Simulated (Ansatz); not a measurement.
# Σ11 (113) boundary in fcc Ni: structure and resistance, part 3 of 3

How much does the Σ11 (113) boundary in fcc Ni reflect electrons?

Ansatz 0.2.0; Ansatz plane-wave DFT, PBE, PAW files, collinear spin; relaxation of a bicrystal slab with its lowest layers held; PAW set soft_1 (the session's first sound run).

So far. Step 3 (Transmission across the boundary): Nearest the Fermi level spin up passes 1.23 of 1.30 channels of the lower lead and spin down 2.44 of 3.57. Step 4 (Specific resistance): Averaged over the energies near the Fermi level, 73.7 % of the channels pass, which makes 0.0986 fΩ m².

**5. Single-crystal slab for reference**

The free faces cost energy too. A single-crystal slab with the same faces and held layers is relaxed, so that they cancel.

This step: Ansatz plane-wave DFT, PBE, PAW files, collinear spin; relaxation of a single-crystal slab with its lowest layers held; PAW set soft_1 (Ansatz 0.2.0).

System of this step: Ni slab, plane (1, 1, 3). The cell holds 18 atoms: 18 Ni. Cell: a = 2.492 Å, b = 4.316 Å, c = 29.063 Å, α = 90.0°, β = 90.0°, γ = 73.2°. It derives from Ni. Vacuum lies along c.

Contents of input.yaml:

```yaml
crystal:
  lattice:
    - [2.4918442969, 0.0, 0.0]
    - [1.2459221485, 4.1322562844, 0.0]
    - [0.0, 0.0, 29.0629416311]
  atoms:
    - { symbol: Ni, position: [0.6363636365, 0.7272727273, 0.1720403964], spin: 1.0 }
    - { symbol: Ni, position: [0.3636363638, 0.2727272728, 0.2085998745], spin: 1.0 }
    - { symbol: Ni, position: [0.0909090911, 0.8181818182, 0.2451593527], spin: 1.0 }
    - { symbol: Ni, position: [0.8181818183, 0.3636363637, 0.2817188308], spin: 1.0 }
    - { symbol: Ni, position: [0.5454545456, 0.9090909091, 0.3182783089], spin: 1.0 }
    - { symbol: Ni, position: [0.2727272728, 0.4545454546, 0.354837787], spin: 1.0 }
    - { symbol: Ni, position: [1.0e-10, 0.0, 0.3913972651], spin: 1.0 }
    - { symbol: Ni, position: [0.7272727274, 0.5454545455, 0.4279567432], spin: 1.0 }
    - { symbol: Ni, position: [0.4545454546, 0.0909090909, 0.4645162213], spin: 1.0 }
    - { symbol: Ni, position: [0.1818181819, 0.6363636364, 0.5010756994], spin: 1.0 }
    - { symbol: Ni, position: [0.9090909092, 0.1818181818, 0.5376351775], spin: 1.0 }
    - { symbol: Ni, position: [0.6363636364, 0.7272727273, 0.5741946556], spin: 1.0 }
    - { symbol: Ni, position: [0.3636363637, 0.2727272727, 0.6107541337], spin: 1.0 }
    - { symbol: Ni, position: [0.0909090909, 0.8181818182, 0.6473136118], spin: 1.0 }
    - { symbol: Ni, position: [0.8181818182, 0.3636363636, 0.6838730899], spin: 1.0 }
    - { symbol: Ni, position: [0.5454545455, 0.9090909091, 0.7204325681], spin: 1.0 }
    - { symbol: Ni, position: [0.2727272727, 0.4545454545, 0.7569920462], spin: 1.0 }
    - { symbol: Ni, position: [0.0, 0.0, 0.7935515243], spin: 1.0 }
magnetization:
  spin_polarized: true
kpoints:
  mp_grid: { grid: [10, 10, 1] }
hamiltonian:
  xc: pbe
  pseudopotentials: { kind: paw, azcp: { folder: soft_1 } }
scf:
  occupations: { method: fermi_dirac, width: 0.1 }
relax:
  f_tol: 0.03
  max_steps: 80
  constraints: [{ sites: [0, 1, 2] }]
```

On the command line:

```sh
> ansatz run input.yaml --threads 4 --pin off --max-ram 15360MiB --backend cpu --events-out ev --progress --plain --runs-dir out
```

Numbers of over 12 decimals in the logs are rounded to 6 here.

What it wrote:

```text
Warning: crystal.symmetry: narrowed to the stabiliser of the relax constraints — unitary ops 4 → 2; lowered at sites 0, 1, 2, 15, 16, 17 (the operations that carried what is held of a site onto what its image site leaves free; the constrained walk keeps no symmetry that its constraints do not admit)
[...]
Crystal: 18 atoms, lattice volume = 299.259 Å³
Basis set: ecut = 420 eV, 5829 PW (Γ), exchange–correlation on 36×60×400 points (8 copies of the dense FFT grid, shifted against one another)
Bands: 206, of which v1, the nominal top of the filled ones, is band 162 counted from 1 (161 counted from 0)
Symmetry: 2 space group operations
k-points: 31 of 100 (time reversal used)
[...]
Starting moments: Σ|m| = 18 μB on 18 of 18 sites
[...]
SCF iter   1: F=—  HF=-105099.347728 eV  |F-HF|=—  |Δ(HF+E_count)|=         —  Δρ=3.78e-2 (↑2.38e-2 ↓3.78e-2)  dr2=2.19e1  dr2_m=3.52e-1  M=16.011 μB ∫|m|=17.039 μB  β_m=0.30  ethr=3.10e-3  ⟨swp⟩=6.9  Hψ=51420  notcnv=0  defer=499
[...]
SCF iter  16: F=-105112.474115 eV  HF=-105112.474128 eV  |F-HF|=1.31e-5  |Δ(HF+E_count)|=   3.61e-6  Δρ=3.45e-5 (↑1.84e-5 ↓3.45e-5)  dr2=1.35e-5  dr2_m=3.35e-7  M=11.846 μB ∫|m|=13.453 μB  ethr=3.71e-9  ⟨swp⟩=2.9  Hψ=43012  notcnv=0
SCF 1 converged in 16 iterations: F = -105112.474115 eV  dr2 = 1.35e-5
[...]
relax step   1: F+E_penalty+E_count = -105112.47411506 eV  Δ(F+E_penalty+E_count) = +0.000e0 eV  max|allowed force component| = 6.587e-1 eV/Å  Δτ_max = 0.0000 Å  (16 SCF iters, dr2 threshold 2.25e-5 eV, accepted)
[...]
SCF iter   9: F=-105112.501105 eV  HF=-105112.501109 eV  |F-HF|=3.62e-6  |Δ(HF+E_count)|=   4.37e-7  Δρ=3.29e-5 (↑1.11e-5 ↓3.29e-5)  dr2=3.82e-6  dr2_m=5.44e-7  M=11.836 μB ∫|m|=13.439 μB  ethr=4.22e-9  ⟨swp⟩=2.9  Hψ=40179  notcnv=0
SCF 2 converged in 9 iterations: F = -105112.501105 eV  dr2 = 3.82e-6
relax step   2: F+E_penalty+E_count = -105112.50110522 eV  Δ(F+E_penalty+E_count) = -2.699e-2 eV  max|allowed force component| = 4.245e-1 eV/Å  Δτ_max = 0.0555 Å  (9 SCF iters, dr2 threshold 2.71e-5 eV, accepted)
SCF iter   1: F=—  HF=-105112.527319 eV  |F-HF|=—  |Δ(HF+E_count)|=         —  Δρ=3.02e-3 (↑1.21e-3 ↓3.02e-3)  dr2=1.17e-1  dr2_m=4.36e-3  M=11.836 μB ∫|m|=13.428 μB  β_m=0.30  ethr=1.95e-4  ⟨swp⟩=4.9  Hψ=28640  notcnv=0  defer=1458
[...]
SCF iter  11: F=-105112.521413 eV  HF=-105112.521414 eV  |F-HF|=1.93e-7  |Δ(HF+E_count)|=   3.89e-8  Δρ=5.70e-6 (↑3.29e-6 ↓5.70e-6)  dr2=2.31e-7  dr2_m=2.20e-8  M=11.823 μB ∫|m|=13.421 μB  ethr=2.77e-9  ⟨swp⟩=2.0  Hψ=33775  notcnv=0
SCF 3 converged in 11 iterations: F = -105112.521413 eV  dr2 = 2.31e-7
relax step   3: F+E_penalty+E_count = -105112.52141336 eV  Δ(F+E_penalty+E_count) = -2.031e-2 eV  max|allowed force component| = 5.963e-2 eV/Å  Δτ_max = 0.0784 Å  (11 SCF iters, dr2 threshold 1.13e-5 eV, accepted)
SCF iter   1: F=—  HF=-105112.522370 eV  |F-HF|=—  |Δ(HF+E_count)|=         —  Δρ=6.29e-4 (↑3.26e-4 ↓6.29e-4)  dr2=7.01e-3  dr2_m=2.76e-4  M=11.822 μB ∫|m|=13.418 μB  β_m=0.65  ethr=3.40e-5  ⟨swp⟩=4.0  Hψ=22879  notcnv=0  defer=1521
[...]
SCF iter  11: F=-105112.521803 eV  HF=-105112.521803 eV  |F-HF|=8.50e-8  |Δ(HF+E_count)|=   2.84e-9  Δρ=2.69e-6 (↑4.68e-7 ↓2.69e-6)  dr2=9.21e-8  dr2_m=5.01e-9  M=11.818 μB ∫|m|=13.414 μB  ethr=3.09e-11  ⟨swp⟩=3.0  Hψ=41365  notcnv=0
SCF 4 converged in 11 iterations: F = -105112.521803 eV  dr2 = 9.21e-8
relax step   4: F+E_penalty+E_count = -105112.52180251 eV  Δ(F+E_penalty+E_count) = -3.892e-4 eV  max|allowed force component| = 1.397e-2 eV/Å  Δτ_max = 0.0214 Å  (11 SCF iters, accepted)
SCF converged after 11 iterations
Magnetization: 11.8180 μB (167.9090 up, 156.0910 down)
Absolute magnetization: 13.4323 μB (∫|ρ↑−ρ↓|, with the PAW one-centre terms)
[...]
Per-site moments (μB) at R_I (Å): [(0.793979, 1.027886), (0.726853, 1.027886), (0.672026, 1.025384), (0.686076, 1.025344), (0.677666, 1.025384), (0.684966, 1.025344), (0.666672, 1.027031), (0.675247, 1.026522), (0.671617, 1.026874), (0.672468, 1.026175), (0.675137, 1.026479), (0.665145, 1.026169), (0.686496, 1.025357), (0.674692, 1.021320), (0.690533, 1.018763), (0.669466, 0.991631), (0.719658, 0.998824), (0.784547, 0.991631)]
Free energy (F): -105112.521803 eV
[...]
Internal energy: -105111.527561 eV  (E = F + TS)
E sigma→0 (E₀):  -105112.024682 eV
Entropy (-TS):   -0.994241 eV (-55.236 meV/atom)
Fermi energy:    10.181963 eV
[...]
--- Forces (eV/Å), atoms counted from 1 ---
  atom   1  Ni    -0.00000000    -0.03331770     0.65846653
  atom   2  Ni     0.00000000     0.01586631    -0.32196183
  atom   3  Ni     0.00000000     0.01672458    -0.33334965
  atom   4  Ni     0.00000000     0.00003051     0.00052253
  atom   5  Ni    -0.00000000    -0.00073313     0.00005030
  atom   6  Ni     0.00000000     0.00003768     0.00010236
  atom   7  Ni    -0.00000000    -0.00022186     0.00057453
  atom   8  Ni    -0.00000000    -0.00033550    -0.00050810
  atom   9  Ni     0.00000000     0.00066927     0.00057088
  atom  10  Ni    -0.00000000    -0.00094888    -0.00096856
  atom  11  Ni     0.00000000     0.00042923    -0.00046138
  atom  12  Ni     0.00000000     0.00177622    -0.00193956
  atom  13  Ni    -0.00000000    -0.00217631    -0.00042781
  atom  14  Ni     0.00000000     0.00243114    -0.00258826
  atom  15  Ni     0.00000000     0.00244876    -0.01397333
  atom  16  Ni    -0.00000000    -0.00092171    -0.00348548
  atom  17  Ni    -0.00000000    -0.00689025     0.01211390
  atom  18  Ni     0.00000000     0.00513304     0.00724633
  max |Σ_I F_I| component: 1.66e-5 eV/Å
--- Relaxed structure (4 steps of the walk, 4 accepted, 0 SCFs on fresh bases) ---
  F+E_penalty+E_count = -105112.52180251 eV   max|allowed force component| = 1.397e-2 eV/Å
  atoms:
    - { symbol: Ni, position: [0.636364, 0.727273, 0.172040] }
    - { symbol: Ni, position: [0.363636, 0.272727, 0.208600] }
    - { symbol: Ni, position: [0.090909, 0.818182, 0.245159] }
    - { symbol: Ni, position: [0.818701, 0.362598, 0.281758] }
    - { symbol: Ni, position: [0.546150, 0.907700, 0.318068] }
    - { symbol: Ni, position: [0.273429, 0.453141, 0.354638] }
    - { symbol: Ni, position: [0.000753672, -0.00150734, 0.391176] }
    - { symbol: Ni, position: [0.727922, 0.544156, 0.427621] }
    - { symbol: Ni, position: [0.455071, 0.089858, 0.464201] }
    - { symbol: Ni, position: [0.182274, 0.635453, 0.500597] }
    - { symbol: Ni, position: [0.909374, 0.181252, 0.537256] }
    - { symbol: Ni, position: [0.636648, 0.726704, 0.573540] }
    - { symbol: Ni, position: [0.363763, 0.272475, 0.610327] }
    - { symbol: Ni, position: [0.091204, 0.817592, 0.646492] }
    - { symbol: Ni, position: [0.818246, 0.363508, 0.683423] }
    - { symbol: Ni, position: [0.546901, 0.906198, 0.719025] }
    - { symbol: Ni, position: [0.270223, 0.459555, 0.757472] }
    - { symbol: Ni, position: [-0.00317523, 0.00635046, 0.788316] }
```

Run time: 5.3 min. Hardware: 4 threads of Intel Xeon 6975P-C (Granite Rapids), shared host; peak memory 3.3 GiB.

The steps of the relaxation:

| step | energy less that of the first step (eV) | largest force component (eV/Å) |
| --- | --- | --- |
| 1 | 0.0000 | 0.6587 |
| 2 | -0.0270 | 0.4245 |
| 3 | -0.0473 | 0.0596 |
| 4 | -0.0477 | 0.0140 |

The atoms that moved most (Å):

| atom | dx | dy | dz | length |
| --- | --- | --- | --- | --- |
| Ni18 | 0.000 | 0.026 | -0.152 | 0.154 |
| Ni16 | 0.000 | -0.012 | -0.041 | 0.043 |
| Ni17 | 0.000 | 0.021 | 0.014 | 0.025 |
| Ni14 | 0.000 | -0.002 | -0.024 | 0.024 |
| Ni12 | 0.000 | -0.002 | -0.019 | 0.019 |
| Ni10 | 0.000 | -0.004 | -0.014 | 0.014 |
| Ni15 | 0.000 | -0.001 | -0.013 | 0.013 |
| Ni13 | 0.000 | -0.001 | -0.012 | 0.012 |

The relaxed structure:

```cif
data_structure
_symmetry_space_group_name_H-M 'P 1'
_symmetry_Int_Tables_number 1
_cell_length_a 2.4918
_cell_length_b 4.3160
_cell_length_c 29.0629
_cell_angle_alpha 90.000
_cell_angle_beta 90.000
_cell_angle_gamma 73.221
_cell_volume 299.26
loop_
_atom_site_label
_atom_site_type_symbol
_atom_site_fract_x
_atom_site_fract_y
_atom_site_fract_z
_atom_site_occupancy
Ni1 Ni 0.63636 0.72727 0.17204 1
Ni2 Ni 0.36364 0.27273 0.20860 1
Ni3 Ni 0.09091 0.81818 0.24516 1
Ni4 Ni 0.81870 0.36260 0.28176 1
Ni5 Ni 0.54615 0.90770 0.31807 1
Ni6 Ni 0.27343 0.45314 0.35464 1
Ni7 Ni 0.00075 0.99849 0.39118 1
Ni8 Ni 0.72792 0.54416 0.42762 1
Ni9 Ni 0.45507 0.08986 0.46420 1
Ni10 Ni 0.18227 0.63545 0.50060 1
Ni11 Ni 0.90937 0.18125 0.53726 1
Ni12 Ni 0.63665 0.72670 0.57354 1
Ni13 Ni 0.36376 0.27247 0.61033 1
Ni14 Ni 0.09120 0.81759 0.64649 1
Ni15 Ni 0.81825 0.36351 0.68342 1
Ni16 Ni 0.54690 0.90620 0.71903 1
Ni17 Ni 0.27022 0.45955 0.75747 1
Ni18 Ni 0.99682 0.00635 0.78832 1
```

This step gave:

| Property | Result |
| --- | --- |
| free energy | -105112.5218 eV |
| energy at zero smearing | -105112.0247 eV |
| Fermi energy | 10.18 eV |
| magnetization | 11.82 μB |
| absolute magnetization | 13.43 μB |

The largest force component on a free atom ends at 0.014 eV/Å, under the tolerance of 0.03, after 4 steps.

**6. Bulk reference**

The perfect crystal gives the energy per atom, for the atoms by which bicrystal and slab differ.

This step: Ansatz plane-wave DFT, PBE, PAW files, collinear spin; bulk reference; PAW set soft_1 (Ansatz 0.2.0).

System of this step: Ni. Symmetry: Fm-3m, No. 225, cubic system. Conventional cell: a = 3.524 Å, b = 3.524 Å, c = 3.524 Å, α = 90.00°, β = 90.00°, γ = 90.00°. Nearest to Ni lie 12 Ni at 2.49 Å.

input.yaml, the sections that differ from step 5:

```yaml
crystal:
  lattice:
    - [0.0, 1.762, 1.762]
    - [1.762, 0.0, 1.762]
    - [1.762, 1.762, 0.0]
  atoms:
    - { symbol: Ni, position: [0.0, 0.0, 0.0], spin: 1.0 }
kpoints:
  mp_grid: { grid: [21, 21, 21] }
# magnetization, hamiltonian, scf: as in step 5
# relax: removed
```

What it wrote:

```text
[...]
Crystal: 1 atoms, lattice volume = 10.941 Å³
Basis set: ecut = 420 eV, 181 PW (Γ)
Bands: 14, of which v1, the nominal top of the filled ones, is band 9 counted from 1 (8 counted from 0)
Symmetry: 48 space group operations
[...]
k-points: 286 of 9261
[...]
Starting moments: Σ|m| = 1 μB on 1 of 1 site
[...]
SCF iter   1: F=—  HF=-5839.121648 eV  |F-HF|=—  |Δ(HF+E_count)|=         —  Δρ=5.33e-2 (↑5.14e-2 ↓5.33e-2)  dr2=6.62e-1  dr2_m=8.32e-3  M=0.821 μB ∫|m|=0.879 μB  β_m=0.30  ethr=3.10e-3  ⟨swp⟩=3.4  Hψ=35325  notcnv=0
[...]
SCF iter  11: F=-5839.751766 eV  HF=-5839.751766 eV  |F-HF|=7.12e-10  |Δ(HF+E_count)|=   2.64e-9  Δρ=2.24e-6 (↑1.50e-6 ↓2.24e-6)  dr2=8.64e-10  dr2_m=1.63e-11  M=0.624 μB ∫|m|=0.713 μB  ethr=4.68e-12  ⟨swp⟩=1.0  Hψ=23670  notcnv=0
SCF 1 converged in 11 iterations: F = -5839.751766 eV  dr2 = 8.64e-10
[...]
SCF converged after 11 iterations
Magnetization: 0.6244 μB (9.3122 up, 8.6878 down)
Absolute magnetization: 0.7139 μB (∫|ρ↑−ρ↓|, with the PAW one-centre terms)
[...]
Per-site moments (μB) at R_I (Å): [(0.662368, 1.027886)]
Free energy (F): -5839.751766 eV
[...]
Internal energy: -5839.697746 eV  (E = F + TS)
E sigma→0 (E₀):  -5839.724756 eV
Entropy (-TS):   -0.054020 eV (-54.020 meV/atom)
Fermi energy:    17.818625 eV
[...]
```

The job ended after 1.4 s (4 threads; peak memory 0.38 GiB; 4.4 s of CPU time).

Numbers from this step:

* free energy: -5839.7518 eV
* energy at zero smearing: -5839.7248 eV
* Fermi energy: 17.82 eV
* magnetization: 0.6244 μB
* absolute magnetization: 0.7139 μB
* site moments: 0.6624 μB

The cell carries a net spin moment of 0.62 μB and an absolute one of 0.71 μB.

**7. Boundary energy**

This step: Ansatz plane-wave DFT, PBE, PAW files, collinear spin; bicrystal less single-crystal slab less bulk atoms, a boundary area; PAW set soft_1 (Ansatz 0.2.0).

This step gave:

```
excess energy of the cell : 0.3021 eV
boundary energy           : 0.4700 J/m²
```

The boundary costs 0.47 J/m².

By hand: 0.302 eV / 10.30 Å² × 16.02 = 0.470 J/m².

**8. Outcome**

```json
{
 "specific resistance of the boundary": "0.0986 fΩ m²",
 "share of channels that pass": "0.737",
 "boundary energy": "0.470 J/m²"
}
```

The boundary has a specific resistance of 0.099 fΩ m² and an energy of 0.47 J/m². The boundary reflects 26 % of the channels; 0.099 fΩ m² is 0.99×10⁻¹² Ω·cm². That equals the resistance of 1.4 nm of bulk Ni at 300 K (measured 7.2 µΩ cm, CRC Handbook of Chemistry and Physics, 84th ed., 2003, Electrical Resistivity of Pure Metals). One starting structure was relaxed; another shift or atom count at the boundary may lie lower. One magnetic start was tried, and the two spins conduct in parallel without mixing.

[Logs are printed without paths, hosts, clocks, repeated set-up lines and the standing remarks that a program may print on its own settings, such as how far it seeks lower states.]

[Hosts, paths, dates, database ids (printed as entryN), source tags and the programs' standing remarks are cut or masked in the printed files.]
